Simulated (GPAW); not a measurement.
# zinc-blende (ZnS)₁₋ₓ(ZnSe)ₓ at x = 0.875: the Zn K absorption edge

Aim: the Zn K edge in zinc-blende (ZnS)₁₋ₓ(ZnSe)ₓ at x = 0.875, one member of a composition series.

Method: X-ray absorption from dipole matrix elements to empty bands, plane-wave PAW PBE, in GPAW 26.7.0.

Report form: the programs' logs are mostly left out.

## (1) Starting point

The cell holds 16 atoms: 8 Zn, 7 Se and 1 S. Cell: a = 7.970 Å, b = 7.970 Å, c = 7.970 Å, α = 60.0°, β = 60.0°, γ = 60.0°. 16-atom zinc-blende cell, 7 of 8 S sites taken by Se at random, lattice constants typed for the ends and interpolated (Vegard).

## (2) Relaxation

The cell was built by hand, so its atoms are relaxed first: near-edge features follow bond lengths closely.

Contents of relax.py:

```python
import numpy as np
from ase import Atoms
from ase.parallel import parprint, paropen
from gpaw import GPAW, PW, FermiDirac, Mixer, MixerDif, setup_paths
from ase.optimize import BFGS

atoms = Atoms('ZnSeZnSeZnSeZnSeZnSeZnSZnSeZnSe',
    cell=[[0, 5.63575, 5.63575],
     [5.63575, 0, 5.63575],
     [5.63575, 5.63575, 0]],
    scaled_positions=[[0.000149, 0.994647, 0.003846],
     [0.124338, 0.126809, 0.126665],
     [0.001171, 0.999081, 0.498032],
     [0.125578, 0.124562, 0.624959],
     [0.001439, 0.499319, 0.001198],
     [0.123928, 0.627707, 0.126844],
     [0.999467, 0.501811, 0.502706],
     [0.12123, 0.623607, 0.622796],
     [0.498939, 0.99865, 0.99786],
     [0.628664, 0.123415, 0.124492],
     [0.499977, 0.000025, 0.503283],
     [0.621539, 0.127842, 0.624879],
     [0.499569, 0.498185, 0.002353],
     [0.624478, 0.623937, 0.125273],
     [0.502903, 0.495935, 0.501303],
     [0.625902, 0.62704, 0.622569]],
    pbc=True)
atoms.calc = GPAW(legacy_gpaw=True, mode=PW(400, force_complex_dtype=True), xc='PBE', setups={},
    kpts={'size': (3, 3, 3), 'gamma': True}, occupations=FermiDirac(0.08),
    charge=0, mixer=Mixer(0.1, 5, 50), maxiter=150,
    convergence={'density': 0.0001, 'eigenstates': 1e-6}, txt='relax.txt')
steps = []
opt = BFGS(atoms, logfile='-')
opt.attach(lambda: steps.append([atoms.get_potential_energy(), float(np.linalg.norm(atoms.get_forces(), axis=1).max())]))
done = opt.run(fmax=0.05, steps=30)
out = dict(done=bool(done), steps=steps, frac=atoms.get_scaled_positions().tolist())
import json
with paropen('out.json', 'w') as f:
    json.dump(out, f)
```

Run with:

```console
> OMP_NUM_THREADS=1 mpirun -n 4 gpaw python relax.py
```

Elapsed: 4.1 min, on 4 MPI ranks of Arm Neoverse V2, shared host; peak memory 0.38 GiB; 16 min of CPU time.

In 5 steps the energy fell by 105 meV (energies extrapolated to zero smearing) and the largest force to 0.039 eV/Å. Atom 3 (Zn; the text counts from 1, the script from 0) is among those that moved most, by 0.08 Å.

## (3) Ground state of the crystal

The ground state comes first: it tells whether the system has a gap, which decides how the excited electron is treated.

Contents of scf.py:

```python
import numpy as np
from ase import Atoms
from ase.parallel import parprint, paropen
from gpaw import GPAW, PW, FermiDirac, Mixer, MixerDif, setup_paths
from gpaw.test import gen
setup_paths.insert(0, '.')
gen('Zn', name='nch1s', xcname='PBE', corehole=(1, 0, 0), write_xml=True)
from gpaw.mpi import world
world.barrier()

atoms = Atoms('ZnSeZnSeZnSeZnSeZnSeZnSZnSeZnSe',
    cell=[[0, 5.63575, 5.63575],
     [5.63575, 0, 5.63575],
     [5.63575, 5.63575, 0]],
    scaled_positions=[[0.0003391, 0.9998577, 0.0006669],
     [0.1253698, 0.1249171, 0.1254365],
     [0.9894807, 0.0030235, 0.5037557],
     [0.1249673, 0.1237394, 0.6255899],
     [0.9999034, 0.500891, 0.0000176],
     [0.1256815, 0.6236745, 0.1265173],
     [0.998592, 0.4987778, 0.5020784],
     [0.125846, 0.6251906, 0.6250761],
     [0.5033863, 0.0027678, 0.98947],
     [0.6245025, 0.1229255, 0.1260968],
     [0.5030346, 0.0044298, 0.5038058],
     [0.6253397, 0.1246619, 0.6252668],
     [0.5013075, 0.4981008, 0.0002155],
     [0.6247214, 0.6247165, 0.1258322],
     [0.5033779, 0.4891908, 0.5038795],
     [0.6233889, 0.6257539, 0.6253379]],
    pbc=True)
atoms.calc = calc = GPAW(legacy_gpaw=True, mode=PW(400, force_complex_dtype=True), xc='PBE', setups={0: 'nch1s'},
    kpts={'size': (3, 3, 3), 'gamma': True}, occupations=FermiDirac(0.05),
    charge=0, mixer=Mixer(0.1, 5, 50), maxiter=150,
    convergence={'density': 0.0001, 'eigenstates': 1e-6}, txt='scf.txt')
energy = atoms.get_potential_energy() + calc.get_reference_energy()
ef = calc.get_fermi_level()
out = dict(energy=energy, fermi=ef, forces=atoms.get_forces().tolist())
parprint(f'all-electron energy {energy:.4f} eV, Fermi level {ef:.4f} eV')
ev = np.array([[calc.get_eigenvalues(k, s) for k in range(len(calc.get_ibz_k_points()))] for s in range(calc.get_number_of_spins())])
out['homo'], out['lumo'], out['counts'] = ev[ev < ef].max(), ev[ev > ef].min(), sorted(set((ev < ef).sum((0, 2)).tolist()))
out['filled'] = (ev[:, 0] < ef).sum(1).tolist()
import json
with paropen('out.json', 'w') as f:
    json.dump(out, f)
```

Run with:

```console
> OMP_NUM_THREADS=1 mpirun -n 4 gpaw python scf.py
```

It took 85 s on 4 MPI ranks; peak memory 0.38 GiB.

The mesh shows a gap of 1.34 eV. The excited electron is kept all the same, so that all members of the series, with or without a gap, are treated alike.

## (4) Reference energy of the cell

The photon energy needs a difference of total energies, so the cell and mesh of the coming hole run are first run without a hole.

Edit scf.py of step 3 so:

```diff
@@ -32,3 +32,3 @@
 atoms.calc = calc = GPAW(legacy_gpaw=True, mode=PW(400, force_complex_dtype=True), xc='PBE', setups={0: 'nch1s'},
-    kpts={'size': (3, 3, 3), 'gamma': True}, occupations=FermiDirac(0.05),
+    kpts={'size': (3, 3, 3), 'gamma': True}, occupations=FermiDirac(0.02),
     charge=0, mixer=Mixer(0.1, 5, 50), maxiter=150,
```

The job ended after 85 s (4 MPI ranks; peak memory 0.38 GiB; 5.7 min of CPU time).

Reference energy: -864522.067 eV with the cores included.

## (5) Spectrum with XCH, Zn atom 1

The holes are 8.0 Å apart. In GPAW the data set carries the hole's charge, so charge=0 means a charged cell and charge=-1 a neutral one. The excited electron is kept in the cell, where it fills the lowest empty states and screens the hole. After the field has converged, empty bands are computed with the density fixed and the dipole matrix elements are summed.

The absorber has 3 Se at 2.44 Å and 1 Se at 2.45 Å (tetrahedral).

Contents of xas.py:

```python
import numpy as np
from ase import Atoms
from ase.parallel import parprint, paropen
from gpaw import GPAW, PW, FermiDirac, Mixer, MixerDif, setup_paths
from gpaw.test import gen
setup_paths.insert(0, '.')
gen('Zn', name='fch1s', xcname='PBE', corehole=(1, 0, 1), write_xml=True)
from gpaw.mpi import world
world.barrier()

atoms = Atoms('ZnSeZnSeZnSeZnSeZnSeZnSZnSeZnSe',
    cell=[[0, 5.63575, 5.63575],
     [5.63575, 0, 5.63575],
     [5.63575, 5.63575, 0]],
    scaled_positions=[[0.0003391, 0.9998577, 0.0006669],
     [0.1253698, 0.1249171, 0.1254365],
     [0.9894807, 0.0030235, 0.5037557],
     [0.1249673, 0.1237394, 0.6255899],
     [0.9999034, 0.500891, 0.0000176],
     [0.1256815, 0.6236745, 0.1265173],
     [0.998592, 0.4987778, 0.5020784],
     [0.125846, 0.6251906, 0.6250761],
     [0.5033863, 0.0027678, 0.98947],
     [0.6245025, 0.1229255, 0.1260968],
     [0.5030346, 0.0044298, 0.5038058],
     [0.6253397, 0.1246619, 0.6252668],
     [0.5013075, 0.4981008, 0.0002155],
     [0.6247214, 0.6247165, 0.1258322],
     [0.5033779, 0.4891908, 0.5038795],
     [0.6233889, 0.6257539, 0.6253379]],
    pbc=True)
atoms.calc = calc = GPAW(legacy_gpaw=True, mode=PW(400, force_complex_dtype=True), xc='PBE', setups={0: 'fch1s'},
    kpts={'size': (3, 3, 3), 'gamma': True}, occupations=FermiDirac(0.04),
    charge=-1, mixer=Mixer(0.1, 5, 50), maxiter=150,
    convergence={'density': 0.0001, 'eigenstates': 1e-6}, txt='scf.txt')
energy = atoms.get_potential_energy() + calc.get_reference_energy()
ef = calc.get_fermi_level()
out = dict(energy=energy, fermi=ef, forces=atoms.get_forces().tolist())
parprint(f'all-electron energy {energy:.4f} eV, Fermi level {ef:.4f} eV')
ev = np.array([[calc.get_eigenvalues(k, s) for k in range(len(calc.get_ibz_k_points()))] for s in range(calc.get_number_of_spins())])
out['homo'], out['lumo'], out['counts'] = ev[ev < ef].max(), ev[ev > ef].min(), sorted(set((ev < ef).sum((0, 2)).tolist()))
out['filled'] = (ev[:, 0] < ef).sum(1).tolist()

from ase.units import Ha
from gpaw.xas import dipole_matrix_elements
nb = int(calc.get_number_of_electrons() / 2) + 183
top, nb = nb, nb + 8 + nb // 12
nscf = calc.fixed_density(kpts={'size': (4, 4, 4), 'gamma': True}, nbands=nb,
    convergence={'bands': top, 'eigenstates': 5e-3}, maxiter=60, txt='nscf.txt')
cell = atoms.cell.array
ops = [cell.T @ U.T @ np.linalg.inv(cell.T) for U in nscf.wfs.kd.symmetry.op_scc]
filled = [72]  # bands filled in the ground state, by spin
E = np.arange(-6, 30, 0.1)
fwhm = np.interp(E, [4, 25], [1.67, 3.5])
Y, X, zero, highest = 0, 0, 1e9, 1e9
for spin in range(nscf.get_number_of_spins()):
    wfs = nscf.wfs
    mine = wfs.bd.get_slice()  # this rank's bands
    A = dipole_matrix_elements(wfs.setups[0])
    eps = np.zeros((wfs.kd.nibzkpts, nb))
    d = np.zeros((3, A.shape[1], wfs.kd.nibzkpts, nb), complex)
    for kpt in wfs.kpt_u:
        if kpt.s == spin and 0 in kpt.P_ani:
            eps[kpt.k, mine] = kpt.eps_n * Ha
            d[:, :, kpt.k, mine] = (kpt.weight * wfs.nspins / 2) ** 0.5 * np.inner(A, kpt.P_ani[0])
    world.sum(eps)
    world.sum(d)
    T = np.einsum('amkn,bmkn->abkn', d, d.conj()).real
    T = sum(np.einsum('ai,ijkn,bj->abkn', R, T, R) for R in ops) / len(ops)
    empty = np.ones_like(eps, bool) & (np.arange(nb) >= filled[spin])
    zero, highest = min(zero, eps[empty].min()), min(highest, eps[:, top - 1].min())
    lines = [(eps, T, empty)] if spin == 0 else lines + [(eps, T, empty)]
for eps, T, empty in lines:
    f = np.einsum('aakn->akn', T).reshape(3, -1)
    x = eps.ravel() - zero
    w = np.interp(x, E, fwhm) / 2.35482
    g = np.exp(-0.5 * ((E[:, None] - x) / w) ** 2) / (w * (2 * np.pi) ** 0.5)
    Y = Y + (f * empty.ravel()) @ g.T
    X = X + (f * ~empty.ravel()) @ g.T
out.update(E=E.round(2).tolist(), xas=Y.tolist(), xes=X.tolist(), zero=zero, valid=highest - zero, nk=len(eps), nb=nb)
for i in range(0, len(E), 10):
    parprint(f'{E[i]:7.2f}', *(f'{v:10.3e}' for v in Y[:, i]))
import json
with paropen('out.json', 'w') as f:
    json.dump(out, f)
```

Run with:

```console
> OMP_NUM_THREADS=1 mpirun -n 4 gpaw python xas.py
```

Run time: 6.8 min. Hardware: 4 MPI ranks; peak memory 0.84 GiB.

The Zn K spectrum, Zn atom 1, excited-electron core hole (neutral cell) (energy from the bottom of the conduction band, which holds the excited electron; intensity scaled to a mean of 1 over the first 20 eV):

```csv
E (eV),intensity
-2.0,0.00
-1.0,0.00
0.0,0.02
1.0,0.18
2.0,0.63
3.0,1.10
4.0,1.61
5.0,2.09
6.0,1.49
7.0,0.93
8.0,0.95
9.0,0.99
10.0,0.87
11.0,0.95
12.0,1.18
13.0,1.23
14.0,1.10
15.0,0.95
16.0,0.81
17.0,0.78
18.0,0.84
19.0,0.82
20.0,0.74
21.0,0.73
22.0,0.79
23.0,0.84
24.0,0.84
25.0,0.85
26.0,0.89
27.0,0.92
28.0,0.92
```

Main maxima below 28 eV (height): 5.0 eV (2.09), 8.6 eV (1.00), 12.6 eV (1.24) and 18.4 eV (0.85). A K edge sees empty p states on the absorber.

The total-energy difference is 9692.55 eV. One term is added: -30.96 eV, since the hole is spin-paired here and a spin-polarised one costs that much less in the free atom (computed apart). The photon energy is then 9661.59 eV. The tabulated edge of the element is 9659 eV. The functional leaves an error of a few eV in such absolute values.

## (6) Reference energy of the cell

The absorbing element, whose data set is made anew, changes for the next run, so it gets a reference energy of its own.

Edit scf.py of step 4 so:

```diff
@@ -6,3 +6,3 @@
 setup_paths.insert(0, '.')
-gen('Zn', name='nch1s', xcname='PBE', corehole=(1, 0, 0), write_xml=True)
+gen('S', name='nch1s', xcname='PBE', corehole=(1, 0, 0), write_xml=True)
 from gpaw.mpi import world
@@ -31,3 +31,3 @@
     pbc=True)
-atoms.calc = calc = GPAW(legacy_gpaw=True, mode=PW(400, force_complex_dtype=True), xc='PBE', setups={0: 'nch1s'},
+atoms.calc = calc = GPAW(legacy_gpaw=True, mode=PW(400, force_complex_dtype=True), xc='PBE', setups={11: 'nch1s'},
     kpts={'size': (3, 3, 3), 'gamma': True}, occupations=FermiDirac(0.02),
```

Run with:

```console
> OMP_NUM_THREADS=1 mpirun -n 4 gpaw python scf.py
```

Run time: 84 s. Hardware: 4 MPI ranks; peak memory 0.37 GiB; 5.6 min of CPU time.

Reference energy: -864522.067 eV with the cores included.

## (7) Spectrum with XCH, S atom 12

The holes are 8.0 Å apart. The excited electron is kept in the cell, where it fills the lowest empty states and screens the hole. After the field has converged, empty bands are computed with the density fixed and the dipole matrix elements are summed.

The absorber has 4 Zn at 2.37 Å (tetrahedral).

Edit xas.py of step 5 so:

```diff
@@ -6,3 +6,3 @@
 setup_paths.insert(0, '.')
-gen('Zn', name='fch1s', xcname='PBE', corehole=(1, 0, 1), write_xml=True)
+gen('S', name='fch1s', xcname='PBE', corehole=(1, 0, 1), write_xml=True)
 from gpaw.mpi import world
@@ -31,3 +31,3 @@
     pbc=True)
-atoms.calc = calc = GPAW(legacy_gpaw=True, mode=PW(400, force_complex_dtype=True), xc='PBE', setups={0: 'fch1s'},
+atoms.calc = calc = GPAW(legacy_gpaw=True, mode=PW(400, force_complex_dtype=True), xc='PBE', setups={11: 'fch1s'},
     kpts={'size': (3, 3, 3), 'gamma': True}, occupations=FermiDirac(0.04),
@@ -53,3 +53,3 @@
 E = np.arange(-6, 30, 0.1)
-fwhm = np.interp(E, [4, 25], [1.67, 3.5])
+fwhm = np.interp(E, [4, 25], [0.9, 3.5])
 Y, X, zero, highest = 0, 0, 1e9, 1e9
@@ -58,3 +58,3 @@
     mine = wfs.bd.get_slice()  # this rank's bands
-    A = dipole_matrix_elements(wfs.setups[0])
+    A = dipole_matrix_elements(wfs.setups[11])
     eps = np.zeros((wfs.kd.nibzkpts, nb))
@@ -62,5 +62,5 @@
     for kpt in wfs.kpt_u:
-        if kpt.s == spin and 0 in kpt.P_ani:
+        if kpt.s == spin and 11 in kpt.P_ani:
             eps[kpt.k, mine] = kpt.eps_n * Ha
-            d[:, :, kpt.k, mine] = (kpt.weight * wfs.nspins / 2) ** 0.5 * np.inner(A, kpt.P_ani[0])
+            d[:, :, kpt.k, mine] = (kpt.weight * wfs.nspins / 2) ** 0.5 * np.inner(A, kpt.P_ani[11])
     world.sum(eps)
```

Run with:

```console
> OMP_NUM_THREADS=1 mpirun -n 4 gpaw python xas.py
```

The job ended after 6.8 min (4 MPI ranks; peak memory 0.82 GiB; 27 min of CPU time).

The S K spectrum, S atom 12, excited-electron core hole (neutral cell) (energy from the bottom of the conduction band, which holds the excited electron; intensity scaled to a mean of 1 over the first 20 eV):

```csv
E (eV),intensity
-2.0,0.00
-1.0,0.00
0.0,0.01
1.0,0.41
2.0,1.49
3.0,1.87
4.0,1.50
5.0,1.12
6.0,1.50
7.0,1.65
8.0,0.90
9.0,0.93
10.0,0.63
11.0,0.48
12.0,0.67
13.0,0.92
14.0,1.04
15.0,0.90
16.0,0.84
17.0,0.88
18.0,0.88
19.0,0.88
20.0,0.89
21.0,0.91
22.0,0.88
23.0,0.82
24.0,0.82
25.0,0.90
26.0,1.00
27.0,1.01
28.0,0.92
29.0,0.80
```

Main maxima below 24 eV (height): 3.0 eV (1.87), 4.3 eV (1.67), 6.7 eV (1.75), 9.0 eV (0.93), 13.9 eV (1.04) and 21.1 eV (0.91). 

The total-energy difference is 2484.30 eV. One term is added: -16.94 eV, since the hole is spin-paired here and a spin-polarised one costs that much less in the free atom (computed apart). The photon energy is then 2467.36 eV. The functional leaves an error of a few eV in such absolute values.

## (8) Outcome

```json
{
 "absorber and edge": "Zn K, atom 1 of the ground-state input (counted from 1)",
 "surroundings": "3 Se at 2.44 Å and 1 Se at 2.45 Å (tetrahedral)",
 "highest intensity below 24 eV": "5.0 eV above the zero, height 2.09",
 "photon energy of the zero, with the added terms": "9661.6 eV (raw 9692.6 eV; uncertain by a few eV)"
}
```

What this shows: The Zn K edge of atom 1, with 3 Se at 2.44 Å and 1 Se at 2.45 Å (tetrahedral), has its highest intensity of the first 24 eV at 5.0 eV above the zero, near 9667 eV in photon energy (uncertain by a few eV), 2.1 times the mean level of the first 20 eV (Gaussian full width 1.67 eV up to 4 eV, rising linearly to 3.5 eV at 25 eV). The script folds with a Gaussian, whereas the core hole's own line is a Lorentzian, so the onset is too steep and the first peak too high.

[Logs are printed without paths, hosts, clocks, repeated set-up lines and the standing remarks that a program may print on its own settings, such as how far it seeks lower states.]

[Hosts, paths, dates, database ids (printed as entryN), source tags and the programs' standing remarks are cut or masked in the printed files.]

[Lists of maxima count a maximum above −3 eV only where it reaches 4 % of the highest in the window and stands out from its surroundings by 2 % of it (1.5 % where it reaches 55 %); shoulders and weaker maxima are passed over, and of the rest the first, up to two pre-edge ones and the few strongest are named.]
